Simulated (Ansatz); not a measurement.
# A frame of liquid calcium in ammonia from 230 K (111 atoms): geometry optimisation, part 2 of 3

Aim: bring a frame of liquid calcium in ammonia from 230 K (111 atoms) to a nearby minimum of the energy and see what moves.

Ansatz 0.2.0; Kohn-Sham DFT, LDA, PAW (set soft_2), plane waves.

The cell: 27 N, 81 H and 3 Ca. The network of contacts between molecules at the start is that of the classical potential that made the cell. The functional has no dispersion term. The density was typed from a rule of thumb and may lie off the real one at this temperature. Only the Γ point is sampled, in a cell whose shortest periodic width is 11 Å.

So far. Step 2 (Single point at the start): The r.m.s. force component of 0.83 eV/Å and the pressure of 1.4 GPa set the starting point.

## (3) Relaxation

With the cell held, the atoms are moved downhill towards a nearby minimum.

The input, input.yaml:

```yaml
crystal:
  lattice:
    - [11.34302, 0.0, 0.0]
    - [0.0, 11.34302, 0.0]
    - [0.0, 0.0, 11.34302]
  atoms:
    [... the 111 atom lines of step 2 ...]
kpoints:
  mp_grid: { grid: [1, 1, 1] }
hamiltonian:
  xc: lda
scf:
  occupations: { method: gaussian, width: 0.025 }
output:
  forces: true
relax:
  f_tol: 0.05
  max_steps: 200
```

Command:

```sh
$ ansatz run input.yaml --threads 4 --pin off --max-ram 8192MiB --backend cpu --events-out ev --progress --plain --runs-dir out
```

Numbers of over 12 decimals in the logs are rounded to 6 here.

The program printed:

```text
[...]
Crystal: 111 atoms, lattice volume = 1459.439 Å³
Basis set: ecut = 420 eV, 28425 PW (Γ)
Bands: 234, of which v1, the nominal top of the filled ones, is band 123 counted from 1 (122 counted from 0)
Symmetry: 1 space group operations
[...]
k-points: 1
[...]
SCF iter   1: F=—  HF=-16703.731622 eV  |F-HF|=—  |Δ(HF+E_count)|=         —  Δρ=9.99e-3  dr2=3.44e0  ethr=1.77e-3  ⟨swp⟩=8.0  Hψ=1271  notcnv=0  defer=66
[...]
SCF iter  12: F=-16702.956994 eV  HF=-16702.957009 eV  |F-HF|=1.46e-5  |Δ(HF+E_count)|=   2.88e-6  Δρ=2.35e-5  dr2=3.04e-5  ethr=2.54e-8  ⟨swp⟩=3.0  Hψ=485  notcnv=0
SCF 1 converged in 12 iterations: F = -16702.956994 eV  dr2 = 3.04e-5
[...]
relax step   1: F+E_penalty+E_count = -16702.95699404 eV  Δ(F+E_penalty+E_count) = +0.000e0 eV  max|allowed force component| = 3.362e0 eV/Å  Δτ_max = 0.0000 Å  (12 SCF iters, dr2 threshold 6.25e-5 eV, accepted)
[... from here on, the SCF cycles and remarks between the steps are left out ...]
relax step   2: F+E_penalty+E_count = -16706.40183881 eV  Δ(F+E_penalty+E_count) = -3.445e0 eV  max|allowed force component| = 1.013e0 eV/Å  Δτ_max = 0.1951 Å  (10 SCF iters, dr2 threshold 1.00e-4 eV, accepted)
relax step   3: F+E_penalty+E_count = -16707.67526867 eV  Δ(F+E_penalty+E_count) = -1.273e0 eV  max|allowed force component| = 8.800e-1 eV/Å  Δτ_max = 0.1974 Å  (10 SCF iters, dr2 threshold 6.42e-5 eV, accepted)
relax step   4: F+E_penalty+E_count = -16708.65926543 eV  Δ(F+E_penalty+E_count) = -9.840e-1 eV  max|allowed force component| = 7.063e-1 eV/Å  Δτ_max = 0.1940 Å  (8 SCF iters, dr2 threshold 7.03e-5 eV, accepted)
relax step   5: F+E_penalty+E_count = -16709.34978668 eV  Δ(F+E_penalty+E_count) = -6.905e-1 eV  max|allowed force component| = 9.378e-1 eV/Å  Δτ_max = 0.1943 Å  (8 SCF iters, dr2 threshold 1.00e-4 eV, accepted)
relax step   6: F+E_penalty+E_count = -16709.82597825 eV  Δ(F+E_penalty+E_count) = -4.762e-1 eV  max|allowed force component| = 1.019e0 eV/Å  Δτ_max = 0.1931 Å  (7 SCF iters, dr2 threshold 1.00e-4 eV, accepted)
relax step   7: F+E_penalty+E_count = -16710.32349761 eV  Δ(F+E_penalty+E_count) = -4.975e-1 eV  max|allowed force component| = 1.216e0 eV/Å  Δτ_max = 0.1957 Å  (7 SCF iters, dr2 threshold 1.00e-4 eV, accepted)
relax step   8: F+E_penalty+E_count = -16710.69048002 eV  Δ(F+E_penalty+E_count) = -3.670e-1 eV  max|allowed force component| = 6.467e-1 eV/Å  Δτ_max = 0.1938 Å  (8 SCF iters, dr2 threshold 1.00e-4 eV, accepted)
relax step   9: F+E_penalty+E_count = -16710.98338794 eV  Δ(F+E_penalty+E_count) = -2.929e-1 eV  max|allowed force component| = 8.518e-1 eV/Å  Δτ_max = 0.1980 Å  (9 SCF iters, dr2 threshold 1.00e-4 eV, accepted)
relax step  10: F+E_penalty+E_count = -16711.26788993 eV  Δ(F+E_penalty+E_count) = -2.845e-1 eV  max|allowed force component| = 5.432e-1 eV/Å  Δτ_max = 0.2000 Å  (10 SCF iters, dr2 threshold 1.00e-4 eV, accepted)
relax step  11: F+E_penalty+E_count = -16711.44712811 eV  Δ(F+E_penalty+E_count) = -1.792e-1 eV  max|allowed force component| = 3.161e-1 eV/Å  Δτ_max = 0.1926 Å  (10 SCF iters, dr2 threshold 1.00e-4 eV, accepted)
relax step  12: F+E_penalty+E_count = -16711.57142942 eV  Δ(F+E_penalty+E_count) = -1.243e-1 eV  max|allowed force component| = 4.092e-1 eV/Å  Δτ_max = 0.1924 Å  (10 SCF iters, dr2 threshold 3.38e-5 eV, accepted)
relax step  13: F+E_penalty+E_count = -16711.67127066 eV  Δ(F+E_penalty+E_count) = -9.984e-2 eV  max|allowed force component| = 4.569e-1 eV/Å  Δτ_max = 0.1966 Å  (9 SCF iters, dr2 threshold 5.67e-5 eV, accepted)
relax step  14: F+E_penalty+E_count = -16711.76834714 eV  Δ(F+E_penalty+E_count) = -9.708e-2 eV  max|allowed force component| = 4.966e-1 eV/Å  Δτ_max = 0.1954 Å  (8 SCF iters, dr2 threshold 1.00e-4 eV, accepted)
relax step  15: F+E_penalty+E_count = -16711.86062195 eV  Δ(F+E_penalty+E_count) = -9.227e-2 eV  max|allowed force component| = 5.553e-1 eV/Å  Δτ_max = 0.1986 Å  (7 SCF iters, dr2 threshold 1.00e-4 eV, accepted)
relax step  16: F+E_penalty+E_count = -16711.94348096 eV  Δ(F+E_penalty+E_count) = -8.286e-2 eV  max|allowed force component| = 7.595e-1 eV/Å  Δτ_max = 0.1977 Å  (8 SCF iters, dr2 threshold 1.00e-4 eV, accepted)
relax step  17: F+E_penalty+E_count = -16712.02026211 eV  Δ(F+E_penalty+E_count) = -7.678e-2 eV  max|allowed force component| = 5.806e-1 eV/Å  Δτ_max = 0.1969 Å  (7 SCF iters, dr2 threshold 1.00e-4 eV, accepted)
relax step  18: F+E_penalty+E_count = -16712.09533098 eV  Δ(F+E_penalty+E_count) = -7.507e-2 eV  max|allowed force component| = 3.458e-1 eV/Å  Δτ_max = 0.1914 Å  (7 SCF iters, dr2 threshold 1.00e-4 eV, accepted)
relax step  19: F+E_penalty+E_count = -16712.16227871 eV  Δ(F+E_penalty+E_count) = -6.695e-2 eV  max|allowed force component| = 6.074e-1 eV/Å  Δτ_max = 0.1954 Å  (8 SCF iters, dr2 threshold 4.24e-5 eV, accepted)
relax step  20: F+E_penalty+E_count = -16712.22761828 eV  Δ(F+E_penalty+E_count) = -6.534e-2 eV  max|allowed force component| = 5.432e-1 eV/Å  Δτ_max = 0.1956 Å  (7 SCF iters, dr2 threshold 1.00e-4 eV, accepted)
relax step  21: F+E_penalty+E_count = -16712.31629846 eV  Δ(F+E_penalty+E_count) = -8.868e-2 eV  max|allowed force component| = 4.196e-1 eV/Å  Δτ_max = 0.1915 Å  (7 SCF iters, dr2 threshold 1.00e-4 eV, accepted)
relax step  22: F+E_penalty+E_count = -16712.41608886 eV  Δ(F+E_penalty+E_count) = -9.979e-2 eV  max|allowed force component| = 3.170e-1 eV/Å  Δτ_max = 0.1936 Å  (6 SCF iters, dr2 threshold 1.00e-4 eV, accepted)
relax step  23: F+E_penalty+E_count = -16712.51341903 eV  Δ(F+E_penalty+E_count) = -9.733e-2 eV  max|allowed force component| = 4.089e-1 eV/Å  Δτ_max = 0.1902 Å  (7 SCF iters, dr2 threshold 5.74e-5 eV, accepted)
relax step  24: F+E_penalty+E_count = -16712.57751478 eV  Δ(F+E_penalty+E_count) = -6.410e-2 eV  max|allowed force component| = 5.309e-1 eV/Å  Δτ_max = 0.1914 Å  (6 SCF iters, dr2 threshold 9.54e-5 eV, accepted)
[...]
relax step  67: F+E_penalty+E_count = -16713.27289678 eV  Δ(F+E_penalty+E_count) = +3.970e-2 eV  max|allowed force component| = 4.671e-1 eV/Å  Δτ_max = 0.2000 Å  (8 SCF iters, dr2 threshold 8.66e-6 eV, rejected (line search))
relax step  68: F+E_penalty+E_count = -16713.33446580 eV  Δ(F+E_penalty+E_count) = -2.187e-2 eV  max|allowed force component| = 8.390e-2 eV/Å  Δτ_max = 0.1000 Å  (10 SCF iters, accepted)
relax step  69: F+E_penalty+E_count = -16713.34438939 eV  Δ(F+E_penalty+E_count) = -9.924e-3 eV  max|allowed force component| = 8.849e-2 eV/Å  Δτ_max = 0.0977 Å  (9 SCF iters, accepted)
relax step  70: F+E_penalty+E_count = -16713.34948849 eV  Δ(F+E_penalty+E_count) = -5.099e-3 eV  max|allowed force component| = 1.366e-1 eV/Å  Δτ_max = 0.0729 Å  (9 SCF iters, accepted)
[...]
relax step  72: F+E_penalty+E_count = -16713.36477000 eV  Δ(F+E_penalty+E_count) = -8.198e-3 eV  max|allowed force component| = 2.129e-1 eV/Å  Δτ_max = 0.1950 Å  (7 SCF iters, dr2 threshold 3.44e-5 eV, accepted)
relax step  73: F+E_penalty+E_count = -16713.37346156 eV  Δ(F+E_penalty+E_count) = -8.692e-3 eV  max|allowed force component| = 1.737e-1 eV/Å  Δτ_max = 0.1941 Å  (6 SCF iters, dr2 threshold 4.53e-5 eV, accepted)
relax step  74: F+E_penalty+E_count = -16713.38278310 eV  Δ(F+E_penalty+E_count) = -9.322e-3 eV  max|allowed force component| = 1.288e-1 eV/Å  Δτ_max = 0.1947 Å  (7 SCF iters, dr2 threshold 2.01e-5 eV, accepted)
relax step  75: F+E_penalty+E_count = -16713.39245403 eV  Δ(F+E_penalty+E_count) = -9.671e-3 eV  max|allowed force component| = 1.379e-1 eV/Å  Δτ_max = 0.1939 Å  (7 SCF iters, dr2 threshold 9.11e-6 eV, accepted)
relax step  76: F+E_penalty+E_count = -16713.40107006 eV  Δ(F+E_penalty+E_count) = -8.616e-3 eV  max|allowed force component| = 1.427e-1 eV/Å  Δτ_max = 0.1950 Å  (7 SCF iters, dr2 threshold 1.05e-5 eV, accepted)
relax step  77: F+E_penalty+E_count = -16713.41359027 eV  Δ(F+E_penalty+E_count) = -1.252e-2 eV  max|allowed force component| = 1.692e-1 eV/Å  Δτ_max = 0.1934 Å  (7 SCF iters, dr2 threshold 2.04e-5 eV, accepted)
relax step  78: F+E_penalty+E_count = -16713.41754476 eV  Δ(F+E_penalty+E_count) = -3.954e-3 eV  max|allowed force component| = 1.809e-1 eV/Å  Δτ_max = 0.1945 Å  (7 SCF iters, dr2 threshold 2.86e-5 eV, accepted)
relax step  79: F+E_penalty+E_count = -16713.42262446 eV  Δ(F+E_penalty+E_count) = -5.080e-3 eV  max|allowed force component| = 7.453e-2 eV/Å  Δτ_max = 0.0459 Å  (5 SCF iters, dr2 threshold 3.27e-5 eV, accepted)
relax step  80: F+E_penalty+E_count = -16713.40146468 eV  Δ(F+E_penalty+E_count) = +2.116e-2 eV  max|allowed force component| = 1.699e-1 eV/Å  Δτ_max = 0.2000 Å  (10 SCF iters, rejected (line search))
relax step  81: F+E_penalty+E_count = -16713.42545760 eV  Δ(F+E_penalty+E_count) = -2.833e-3 eV  max|allowed force component| = 1.823e-2 eV/Å  Δτ_max = 0.0338 Å  (10 SCF iters, accepted)
SCF converged after 10 iterations
Free energy (F): -16713.425458 eV
[...]
Internal energy: -16713.425457 eV  (E = F + TS)
E sigma→0 (E₀):  -16713.425458 eV
Entropy (-TS):   -0.000000 eV (-0.000 meV/atom)
Fermi energy:    1.505593 eV
[...]
--- Forces (eV/Å), atoms counted from 1 ---
  atom   1  N      0.01291950    -0.01238165    -0.01028327
  atom   2  H      0.00408615     0.01351392     0.01508120
  atom   3  H      0.00154797    -0.00811604     0.00470227
  atom   4  H     -0.01688160     0.00766304    -0.01116912
  atom   5  N     -0.00070092     0.00295891    -0.00464684
  atom   6  H      0.00042391     0.00085685     0.00376999
  atom   7  H      0.00118401    -0.00380361     0.00055331
  atom   8  H     -0.00215540    -0.00023547     0.00012683
  atom   9  N     -0.00542912     0.00362445     0.00785951
  atom  10  H     -0.00152594     0.00284890    -0.00266881
  atom  11  H      0.00217660    -0.00241630    -0.00411302
  atom  12  H      0.00371796    -0.00017233     0.00122023
  atom  13  N     -0.00250453    -0.00266367     0.00458078
  atom  14  H     -0.00206693    -0.00116888    -0.00639055
[...]
atom 110  Ca    -0.00216660    -0.00820019    -0.00027848
  atom 111  Ca     0.00800653     0.00467675     0.00296306
  max |Σ_I F_I| component: 2.36e-5 eV/Å
--- Relaxed structure (81 steps of the walk, 79 accepted, 0 SCFs on fresh bases) ---
  F+E_penalty+E_count = -16713.42545760 eV   max|allowed force component| = 1.823e-2 eV/Å
  atoms:
    - { symbol: N, position: [0.646336, 0.858522, 0.020216] }
    - { symbol: H, position: [0.659410, 0.921120, 0.085397] }
    - { symbol: H, position: [0.625317, 0.782590, 0.065342] }
    - { symbol: H, position: [0.569165, 0.883675, -0.022402] }
[...]
- { symbol: Ca, position: [0.047660, 0.830121, 0.349857] }
```

Elapsed: 3 min, on 4 threads of AMD EPYC 9R45, shared host; peak memory 1.4 GiB.

Relaxation path (22 of 81):

```
step  energy less that of the first step (eV)  largest force component (eV/Å)
   1                                   0.0000                          3.3622
   5                                  -6.3928                          0.9378
   9                                  -8.0264                          0.8518
  12                                  -8.6144                          0.4092
  16                                  -8.9865                          0.7595
  20                                  -9.2706                          0.5432
  24                                  -9.6205                          0.5309
  28                                  -9.8097                          0.5460
  31                                  -9.9338                          0.1186
  35                                  -9.9970                          0.2693
  39                                 -10.0300                          0.2130
  43                                 -10.0644                          0.2053
  47                                 -10.1324                          0.1126
  51                                 -10.2181                          0.2104
  54                                 -10.2594                          0.2157
  58                                 -10.3079                          0.1712
  62                                 -10.3358                          0.2363
  66                                 -10.3556                          0.1961
  70                                 -10.3925                          0.1366
  73                                 -10.4165                          0.1737
  77                                 -10.4566                          0.1692
  81                                 -10.4685                          0.0182
```

Relaxation steps 67, 80 were tried and not accepted.

The atoms that moved most (Å):

```
atom      dx      dy      dz  length
 H40   0.763  -3.063   1.814   3.641
  H8  -3.075  -1.030   0.873   3.358
 H39   0.201  -1.163   2.835   3.071
 N37   1.264  -1.572   1.889   2.763
 H38   1.448  -0.356   2.095   2.571
 H58   1.283  -0.447   2.155   2.547
 H96   0.069   0.698  -2.447   2.546
 H18   1.417   2.048  -0.116   2.493
```

The relaxation changed the energy by -94.3 meV/atom, and atoms moved by 1.7 Å r.m.s., 3.6 Å at most.

## (4) Structure statistics after relaxation

Bonds before and after, by the cutoffs listed below:

```
pair  bonds before  bonds after  mean before (Å)  mean after (Å)  spread before (Å)  spread after (Å)
 H-N            81           81            1.019           1.036              0.022             0.006
N-Ca            16           17            2.661           2.454              0.120             0.026
```

Density 0.66 g/cm³, 13.15 Å³ an atom.

Pair distribution functions g(r), in bins of 0.2 Å:

```
r (Å)  total   H-H    H-N  H-Ca   N-N   N-Ca  Ca-Ca
 1.00   7.25  0.00  20.45  0.00  0.00   0.00   0.00
 1.20   0.00  0.00   0.00  0.00  0.00   0.00   0.00
 1.40   0.00  0.00   0.00  0.00  0.00   0.00   0.00
 1.60   2.81  5.30   0.00  0.00  0.00   0.00   0.00
 1.80   0.00  0.00   0.00  0.00  0.00   0.00   0.00
 2.00   0.33  0.04   0.85  0.00  0.00   0.00   0.00
 2.20   0.58  0.79   0.46  0.00  0.00   0.00   0.00
 2.40   0.85  1.07   0.09  0.00  0.00  19.00   0.00
 2.60   0.43  0.73   0.08  0.00  0.00   1.12   0.00
 2.80   0.72  0.82   0.54  2.33  0.00   0.00   0.00
 3.00   1.29  0.99   0.80  9.29  2.08   0.00   0.00
 3.20   1.33  1.02   1.46  2.41  2.99   0.00   0.00
 3.40   1.35  0.90   2.05  0.00  2.47   0.00   0.00
 3.60   1.35  1.33   1.58  0.18  1.35   0.00   0.00
 3.80   0.97  0.98   1.11  0.16  0.76   0.00   0.00
 4.00   1.11  1.17   1.14  0.30  1.09   0.44   0.00
 4.20   1.11  1.14   1.15  0.67  0.90   1.23   0.00
 4.40   1.04  1.12   0.92  1.10  0.74   2.23   0.00
 4.60   0.95  1.03   0.85  0.68  1.04   1.03   0.00
 4.80   1.00  0.99   1.07  1.03  0.90   0.31   0.00
 5.00   0.85  0.86   0.80  1.91  0.45   0.84   0.00
 5.20   0.87  1.01   0.80  0.35  0.53   0.53   0.00
 5.40   1.03  0.97   1.08  1.48  0.98   0.97   0.00
 5.60   0.95  0.95   0.90  0.92  1.17   1.14   0.00
```

Bonds by pair of elements; cutoffs follow the first minimum of g(r), held within bounds set by covalent radii, and pairs that aren't listed don't count as bonded (cutoffs were set anew for this text, so counts can differ from the run's own analysis):

```
pair A-B  cutoff (Å)  bonds  mean length (Å)  spread (Å)  shortest (Å)  B about A  A about B
     H-N        1.27     81             1.04       0.006          1.03          1          3
    N-Ca        2.93     17             2.45       0.026          2.42       0.63       5.67
```

How many atoms have how many bonded neighbours:

```
element  mean   1   3   4  5  6
     Ca  5.67   0   0   0  1  2
      H     1  81   0   0  0  0
      N  3.63   0  10  17  0  0
```

Bond angles (no mean is given where the spread exceeds 20°):

```
 angle  count  mean (°)  spread (°)
 H-N-H     81       106         1.6
Ca-N-H     51       113         6.1
N-Ca-N     40         -           -
```

Bond length by coordination (bonds to H left out):

```
element  coordination  atoms  mean bond length (Å)
     Ca             5      1                  2.42
     Ca             6      2                  2.47
      N             4     17                  2.45
```

With the cutoffs above, 67 % of Ca atoms have 6, all H atoms have 1 and 63 % of N atoms have 4 bonded neighbours. The H-N-H angle averages 106° with a spread of 1.6°.

(Part 2 of 3 ends here.)

[Logs are printed without paths, hosts, clocks, repeated set-up lines and the standing remarks that a program may print on its own settings, such as how far it seeks lower states.]

[Hosts, paths, dates, database ids (printed as entryN), source tags and the programs' standing remarks are cut or masked in the printed files.]
